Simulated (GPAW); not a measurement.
**CaO (Lime): optical spectrum from first principles**

Wanted: where CaO (Lime) starts to absorb, how strongly, and its refractive index.

Method: DFT, LDA, plane-wave PAW (GPAW data sets), scalar-relativistic, RPA, optical limit, in GPAW 26.7.0.

### Step 1. The starting structure

The structure is cubic, space group Fm-3m (No. 225). The conventional cell has a = 4.813 Å, b = 4.813 Å, c = 4.813 Å, α = 90.00°, β = 90.00°, γ = 90.00°. Nearest to Ca lie 6 O at 2.41 Å. Nearest to O lie 6 Ca at 2.41 Å. Farther neighbours and most contacts between anions are not listed.

### Step 2. Ground state

The self-consistent density comes first; it also tells whether there is a gap, which decides the occupations and the need for a Drude term.

This step: DFT, LDA, plane-wave PAW (GPAW data sets), scalar-relativistic, ground state (GPAW 26.7.0).

File gs.py:

```python
from ase import Atoms
from ase.dft.bandgap import bandgap
from gpaw import GPAW, PW, FermiDirac

atoms = Atoms(['Ca', 'O'],
              cell=[[0.000000000000, 2.406500000000, 2.406500000000],
                    [2.406500000000, 0.000000000000, 2.406500000000],
                    [2.406500000000, 2.406500000000, 0.000000000000]],
              scaled_positions=[[0.000000000000, 0.000000000000, 0.000000000000],
                                [0.500000000000, 0.500000000000, 0.500000000000]],
              pbc=[True, True, True])
atoms.calc = GPAW(mode=PW(400), xc='LDA', kpts={'size': (8, 8, 8), 'gamma': True},
                  occupations=FermiDirac(0.05), maxiter=150, txt='gs.txt')
print('energy (eV)', atoms.get_potential_energy())
print('Fermi level (eV)', atoms.calc.get_fermi_level())
print('valence electrons', atoms.calc.get_number_of_electrons())
print('gap (eV)', bandgap(atoms.calc, output=None)[0])
print('direct gap (eV)', bandgap(atoms.calc, direct=True, output=None)[0])
atoms.calc.write('gs.gpw')
```

The run is started by

```console
$ OMP_NUM_THREADS=1 python gs.py
```

Numbers of over 12 decimals in the logs are rounded to 6 here.

The log of the run:

```text
__  _  _
 | _ |_)|_||  |
 |__||  | ||/\| - 26.7.0

Versions:
  Python: 3.12.14
  ASE:    3.29.0
  Numpy:  2.5.5
  Scipy:  1.18.1
  Libxc:  7.0.0

Input parameters:
  mode=PW(ecut=400.0),
  kpts=MonkhorstPack(size=(8, 8, 8), gamma=True),
  maxiter=150,
  occupations=Occupations(name='fermi-dirac', width=0.05, fixmagmom=False),
  xc=XC(name='LDA')

Diagonalizing LCAO Hamiltonian
Converting LCAO to pw mode

               O

       Ca

Atoms  # Å, Bohr magnetons
|   | symbol |        x |        y |        z |    initial magnetic moments |
| 0 |     Ca | 0.000000 | 0.000000 | 0.000000 | ( 0.0000,  0.0000,  0.0000) |
| 1 |      O | 2.406500 | 2.406500 | 2.406500 | ( 0.0000,  0.0000,  0.0000) |

Unit cell  # Å
| periodic |        x |        y |        z |  lengths |    angles |
|      yes | 0.000000 | 2.406500 | 2.406500 | 3.403305 | 60.000000 |
|      yes | 2.406500 | 0.000000 | 2.406500 | 3.403305 | 60.000000 |
|      yes | 2.406500 | 2.406500 | 0.000000 | 3.403305 | 60.000000 |

Number of symmetries: 48
Symmetry operations  # r_c * U_cc + t_c -> r_c
|    | kind |            matrix            |
|  0 |  σ   |  1, 0, 0,  1, 0,-1,  1,-1, 0 |
|  1 |  C2  |  1, 0, 0,  1,-1, 0,  1, 0,-1 |
|  2 |  E   |  1, 0, 0,  0, 1, 0,  0, 0, 1 |
|  3 |  σ   |  1, 0, 0,  0, 0, 1,  0, 1, 0 |
|  4 |  C4  |  1, 0,-1,  1, 0, 0,  1,-1, 0 |
|  5 |  S6  |  1, 0,-1,  1,-1, 0,  1, 0, 0 |
|  6 |  σ   |  1, 0,-1,  0, 1,-1,  0, 0,-1 |
|  7 |  C3  |  1, 0,-1,  0, 0,-1,  0, 1,-1 |
|  8 |  S6  |  1,-1, 0,  1, 0, 0,  1, 0,-1 |
|  9 |  C4  |  1,-1, 0,  1, 0,-1,  1, 0, 0 |
| 10 |  C3  |  1,-1, 0,  0,-1, 1,  0,-1, 0 |
| 11 |  σ   |  1,-1, 0,  0,-1, 0,  0,-1, 1 |
| 12 |  σ   |  0, 1, 0,  1, 0, 0,  0, 0, 1 |
| 13 |  C4  |  0, 1, 0,  0, 1,-1, -1, 1, 0 |
| 14 |  C3  |  0, 1, 0,  0, 0, 1,  1, 0, 0 |
| 15 |  S6  |  0, 1, 0, -1, 1, 0,  0, 1,-1 |
| 16 |  C2  |  0, 1,-1,  1, 0,-1,  0, 0,-1 |
| 17 |  σ   |  0, 1,-1,  0, 1, 0, -1, 1, 0 |
| 18 |  S4  |  0, 1,-1,  0, 0,-1,  1, 0,-1 |
| 19 |  C4  |  0, 1,-1, -1, 1, 0,  0, 1, 0 |
| 20 |  C3  |  0, 0, 1,  1, 0, 0,  0, 1, 0 |
| 21 |  σ   |  0, 0, 1,  0, 1, 0,  1, 0, 0 |
| 22 |  S6  |  0, 0, 1,  0,-1, 1, -1, 0, 1 |
| 23 |  C4  |  0, 0, 1, -1, 0, 1,  0,-1, 1 |
| 24 |  S4  |  0, 0,-1,  1, 0,-1,  0, 1,-1 |
| 25 |  C3  |  0, 0,-1,  0, 1,-1,  1, 0,-1 |
| 26 |  C2  |  0, 0,-1,  0,-1, 0, -1, 0, 0 |
| 27 |  S6  |  0, 0,-1, -1, 0, 0,  0,-1, 0 |
| 28 |  S4  |  0,-1, 1,  1,-1, 0,  0,-1, 0 |
| 29 |  C4  |  0,-1, 1,  0, 0, 1, -1, 0, 1 |
| 30 |  C2  |  0,-1, 1,  0,-1, 0,  1,-1, 0 |
| 31 |  σ   |  0,-1, 1, -1, 0, 1,  0, 0, 1 |
| 32 |  C3  |  0,-1, 0,  1,-1, 0,  0,-1, 1 |
| 33 |  S6  |  0,-1, 0,  0, 0,-1, -1, 0, 0 |
| 34 |  S4  |  0,-1, 0,  0,-1, 1,  1,-1, 0 |
| 35 |  C2  |  0,-1, 0, -1, 0, 0,  0, 0,-1 |
| 36 |  C2  | -1, 1, 0,  0, 1, 0,  0, 1,-1 |
| 37 |  S6  | -1, 1, 0,  0, 1,-1,  0, 1, 0 |
| 38 |  S4  | -1, 1, 0, -1, 0, 1, -1, 0, 0 |
| 39 |  C3  | -1, 1, 0, -1, 0, 0, -1, 0, 1 |
| 40 |  S6  | -1, 0, 1,  0, 0, 1,  0,-1, 1 |
| 41 |  C2  | -1, 0, 1,  0,-1, 1,  0, 0, 1 |
| 42 |  C3  | -1, 0, 1, -1, 1, 0, -1, 0, 0 |
| 43 |  S4  | -1, 0, 1, -1, 0, 0, -1, 1, 0 |
| 44 |  C2  | -1, 0, 0,  0, 0,-1,  0,-1, 0 |
| 45 |  i   | -1, 0, 0,  0,-1, 0,  0, 0,-1 |
| 46 |  σ   | -1, 0, 0, -1, 1, 0, -1, 0, 1 |
| 47 |  C2  | -1, 0, 0, -1, 0, 1, -1, 1, 0 |

BZ-sampling:
  Number of BZ points: 512
  Number of IBZ points: 29

  Monkhorst-Pack size: [8, 8, 8]
  Monkhorst-Pack shift: [0.0625, 0.0625, 0.0625]

K-points  # in reciprocal-cell coordinates
|     |                                coordinates |     weight |
|   0 | (  0.00000000,   0.00000000,   0.00000000) | 0.00195312 |
|   1 | (  0.12500000,   0.12500000,   0.00000000) | 0.01171875 |
|   2 | (  0.12500000,   0.12500000,   0.12500000) | 0.01562500 |
|   3 | (  0.25000000,   0.12500000,   0.12500000) | 0.02343750 |
|   4 | (  0.25000000,   0.25000000,   0.00000000) | 0.01171875 |
|   5 | (  0.25000000,   0.25000000,   0.12500000) | 0.04687500 |
|   6 | (  0.25000000,   0.25000000,   0.25000000) | 0.01562500 |
|   7 | (  0.37500000,   0.25000000,  -0.37500000) | 0.04687500 |
|   8 | (  0.37500000,   0.25000000,   0.12500000) | 0.04687500 |
|   9 | (  0.37500000,   0.25000000,   0.25000000) | 0.04687500 |
| ... |                                            |            |
|  28 | (  0.50000000,   0.50000000,   0.50000000) | 0.00781250 |

Plane wave coefficients: 531
Cutoff: 400.0 eV

Spin-components: 1 (collinear spins)
Bands:           9
Projectors:      10
Spin-degeneracy: 2
Datatype:        complex128

Parallelization:
  kpt:    1
  domain: 1
  band:   1

Density:
  Valence electrons: 16.0
  Components: 1
  Grid points: [16 16 16]
  Charge: 0.0  # |e|

Potential:
  Grid points: [16 16 16]

species:
  Ca:
    name:    Calcium
    id:
    Z:       20.0
    valence: 10
    core:    10
    charge:  0.0  # [|e|]
    compensation charges:
      type: gauss
      rc: 0.37  # [Å]
      lmax: 2
    cutoffs:
      filter: 2.10  # [Å]
      core: 1.17  # [Å]
    projectors
    | kind |    occ | energy [eV] | rcut [Å] |
    |   3s |  2.000 |     -46.826 |    1.175 |
    |   4s |  2.000 |      -3.864 |    1.175 |
    |   3p |  6.000 |     -27.986 |    1.154 |
    |    p |        |      -0.774 |    1.154 |
    |    d |        |       0.000 |    0.937 |

    Using partial waves for Ca as LCAO basis

  O:
    name:    Oxygen
    id:
    Z:       8.0
    valence: 6
    core:    2
    charge:  0.0  # [|e|]
    compensation charges:
      type: gauss
      rc: 0.21  # [Å]
      lmax: 2
    cutoffs:
      filter: 1.17  # [Å]
      core: 0.83  # [Å]
    projectors
    | kind |    occ | energy [eV] | rcut [Å] |
    |   2s |  2.000 |     -23.752 |    0.688 |
    |   2p |  4.000 |      -9.195 |    0.598 |
    |    s |        |       3.459 |    0.688 |
    |    p |        |      18.016 |    0.598 |
    |    d |        |       0.000 |    0.619 |

    Using partial waves for O as LCAO basis

Reference energy: -20494.320923  # eV

eigensolver:
  PPCG
  Converge bands: occupied
  niter=2

density mixing:
  MSR1-Mixer
  Pratt-step length: 0.05
  Maximum mixing coefficient: 0.75
  Old densities: 10
  SVD Regularization: 0.005
  Good broyden scale: 1.0
  Trust region scale: 1.0
  Backstep threshold: 4.0
  History deletion threshold: 6.0
  Fourier metric: weight=20.0, sigma=0.015

occupation numbers:
  Fermi-Dirac:
    width: 0.0500  # eV

poisson solver:
  ecut: 3200.0  # eV

xc functional:
  name: None

convergence criteria:
- Maximum [total energy] change in last 3 cyles: 0.0005 eV / valence electron
- Maximum integral of absolute [dens]ity change: 0.0001 electrons / valence electron
- Maximum integral of absolute [eigenst]ate change: 4e-08 eV^2 / valence electron
maximum number of iterations: 150

SCF iterations
|iter     |      energy | eigst |  dens |
|iter:   1||  -13.457651 | +0.28 |       |
|iter:   2||  -13.244907 | -1.18 | -1.00 |
|iter:   3||  -12.669048 | -0.57 | -1.06 |
|iter:   4||  -12.617625 | -1.83 | -1.47 |
|iter:   5||  -12.609319 | -3.34 | -1.75 |
|iter:   6||  -12.609136 | -3.64 | -2.61 |
|iter:   7||  -12.609156c| -5.28 | -3.27 |
|iter:   8||  -12.609156c| -6.34 | -3.97 |
|iter:   9||  -12.609156c| -7.42c| -4.74c|

Converged in 9 steps
SCF loop duration: 1.923 s (0.214 s/step)
Energy contributions relative to reference atoms: (reference = -20494.320923)

Energy contributions:
  Kinetic:           1.888537
  Coulomb:           1.776320
  Zero:             -0.814795
  External:          0.000000
  Xc:              -15.459217
  Entropy:          -0.000000
  Spinorbit:         0.000000
  ----------------------------
  Free energy:     -12.609156
  Extrapolated:    -12.609156

dipole moment: (-15.912894, -15.912894, -15.912894)  # |e|*Ang

Fermi level: 5.487
Eigenvalues  # (at kpt = [0.000, 0.000, 0.000])
| band index |      eig [eV] | occ [0-2] |
|          0 |       -32.761 |     2.000 |
|          1 |       -13.796 |     2.000 |
|          2 |       -13.796 |     2.000 |
|          3 |       -13.796 |     2.000 |
|          4 |       -11.126 |     2.000 |
|          5 |         4.310 |     2.000 |
|          6 |         4.310 |     2.000 |
|          7 |         4.310 |     2.000 |
|          8 |         8.813 |     0.000 |

Gap: 3.596 eV
Transition (v -> c):
  (s=0, k=0, n=7, [0.00, 0.00, 0.00]) -> (s=0, k=24, n=8, [0.50, 0.50, 0.00])
Direct/indirect transitions are different
Direct gap: 3.864 eV
Transition at: (s=0, k=24, n=7, [0.50, 0.50, 0.00])

--- standard output ---
energy (eV) -12.609156
Fermi level (eV) 5.486908
valence electrons 16.0
gap (eV) 3.596401
direct gap (eV) 3.864103
```

Elapsed: 3.3 s, on 1 thread of Arm Neoverse V2, shared host; peak memory 0.12 GiB.

Read-outs, printed or worked out from the files:

```
energy                 : -12.61 eV
Fermi energy           : 5.487 eV
gap on the k-mesh      : 3.596 eV
direct gap on the mesh : 3.864 eV
electrons              : 16
```

There is a gap, 3.60 eV on this mesh (points off the mesh can give less), so no carriers' term is needed.

### Step 3. Bands for the response

The response needs many more empty bands than the density does.

This step: DFT, LDA, plane-wave PAW (GPAW data sets), scalar-relativistic, bands at fixed density (GPAW 26.7.0).

File nscf.py:

```python
from ase.dft.bandgap import bandgap
from gpaw import GPAW, FermiDirac

calc = GPAW('gs.gpw').fixed_density(kpts={'size': (16, 16, 16), 'gamma': True}, nbands=30, convergence={'bands': 24},
                                    occupations=FermiDirac(0.001), txt='nscf.txt')
print('gap (eV)', bandgap(calc, output=None)[0])
print('direct gap (eV)', bandgap(calc, direct=True, output=None)[0])
print('top band over the Fermi level (eV)', min(calc.get_eigenvalues(kpt=k)[23] for k in range(len(calc.get_ibz_k_points()))) - calc.get_fermi_level())
calc.write('full.gpw', mode='all')
```

The run is started by

```console
$ OMP_NUM_THREADS=1 python nscf.py
```

The log of the run:

```text
Diagonalizing LCAO Hamiltonian
Converting LCAO to pw mode
convergence criteria:
- Maximum integral of absolute [eigenst]ate change: 4e-08 eV^2 / valence electron
maximum number of iterations: 150

SCF iterations
|iter     |      energy | eigst |  dens |
|iter:   1||             | +3.21 |       |
|iter:   2||             | +1.19 |       |
|iter:   3||             | -1.43 |       |
|iter:   4||             | -3.12 |       |
|iter:   5||             | -5.19 |       |
|iter:   6||             | -6.69 |       |
|iter:   7||             | -7.86c|       |
SCF steps: 7
  __  _  _
 | _ |_)|_||  |
 |__||  | ||/\| - 26.7.0

Versions:
  Python: 3.12.14
  ASE:    3.29.0
  Numpy:  2.5.5
  Scipy:  1.18.1
  Libxc:  7.0.0

Input parameters:
  mode=PW(ecut=400.0),
  convergence={'bands': 24},
  gpts=array([16, 16, 16]),
  kpts=MonkhorstPack(size=(16, 16, 16), gamma=True),
  maxiter=150,
  nbands=30,
  occupations=Occupations(name='fermi-dirac', width=0.001, fixmagmom=False),
  parallel={},
  xc=XC(name='LDA')

--- standard output ---
gap (eV) 3.581675
direct gap (eV) 3.849377
top band over the Fermi level (eV) 26.615824
```

It took 24 s on 1 thread; peak memory 0.18 GiB.

This step gave:

| Property | Result |
| --- | --- |
| gap on the k-mesh | 3.582 eV |
| direct gap on the mesh | 3.849 eV |

[end of part 1 of 2]

[Machine, clock and banner lines and Python warnings are left out of the logs.]

[Logs are printed without paths, hosts, clocks, repeated set-up lines and the standing remarks that a program may print on its own settings, such as how far it seeks lower states.]

[Hosts, paths, dates, database ids (printed as entryN), source tags and the programs' standing remarks are cut or masked in the printed files.]
